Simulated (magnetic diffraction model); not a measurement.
# Magnetic neutron pattern of NaYbC2O6

Space group Pmc2_1 (no. 26), a = 5.1720 Å, b = 6.2940 Å, c = 7.2670 Å.

| site | atom | x | y | z |
| --- | --- | --- | --- | --- |
| 2a | Yb | 0 | 0.3675 | 0.0060 |
| 2b | Na | 1/2 | 0.9734 | 0.2037 |
| 4c | O | 0.7821 | 0.0072 | 0.9602 |
| 2a | O | 0 | 0.2588 | 0.3393 |
| 4c | O | 0.2926 | 0.6299 | 0.2100 |
| 2b | O | 1/2 | 0.6411 | 0.5858 |
| 2a | C | 0 | 0.0752 | 0.4236 |
| 2b | C | 1/2 | 0.4618 | 0.6720 |

This is a made-up structure (elements placed in a structure type, unrelaxed), so the numbers test the method and describe no known phase.

Only Yb is taken to order (form factors of Yb3+); orders and moment sizes are assumed, and not adapted to the symmetry. Radiation: neutrons of λ = 4.2 Å, 3° to 100°; isotropic B of 0.33 Å² (Yb), 0.69 Å² (Na), 0.76 Å² (O) and 0.73 Å² (C). The intensities are simulated: I ∝ L Σ (|F_N|² + |F_M⊥|²) for unpolarised neutrons, with F_M = 2.695 fm/μB × Σ f(s) S exp(2πi Q·r) exp(−B s²) at Q = H ± k (one set where k and −k are equivalent), only the part normal to Q counting and L = 1/(sin²θ cos θ). For collinear order S is the moment m, which repeats by lattice and centring translations R with the sign exp(−2πi k·R). Form factors are spin-only for 3d ions and dipole or tabulated for f ions, scattering lengths are Sears's of 1992, and absorption is left out. A label names one of the reflections at its angle. The strongest nuclear line in the range is 100, and lines under 0.2 are left out.

Assume the order k = (0 0 0), collinear moments along [010], 2.5 μB on Yb; signs + at (0, 0.3675, 0.0060), + at (0, 0.6325, 0.5060).

Predict the pattern, nuclear and magnetic parts apart.

```csv
2θ (°),index,nuclear,magnetic
38.98,(0 1 0),5.0,0.0
47.91,(1 0 0),7.0,4.6
52.39,(0 1 1),4.6,1.8
63.41,(1 1 0),9.0,1.5
70.61,(0 0 2),6.1,2.4
73.70,(1 1 1),16.0,3.4
83.72,(0 2 0),12.0,0.0
83.73,(0 1 2),54.2,1.3
89.87,(1 0 2),100.0,3.4
93.30,(0 2 1),34.8,0.5
```

The strongest magnetic line in the range is (1 0 0) at 47.91° (4.6). On top of the Lorentz factor, which all lines share, magnetic lines fade with angle because f falls: for Yb3+ it is 0.97, 0.88, 0.76 and 0.51 at sin θ/λ = 0.1, 0.2, 0.3 and 0.5 Å⁻¹, while nuclear lengths stay constant. The net moment is 5.00 μB a primitive cell.

[Logs are printed without paths, hosts, clocks, repeated set-up lines and the standing remarks that a program may print on its own settings, such as how far it seeks lower states.]
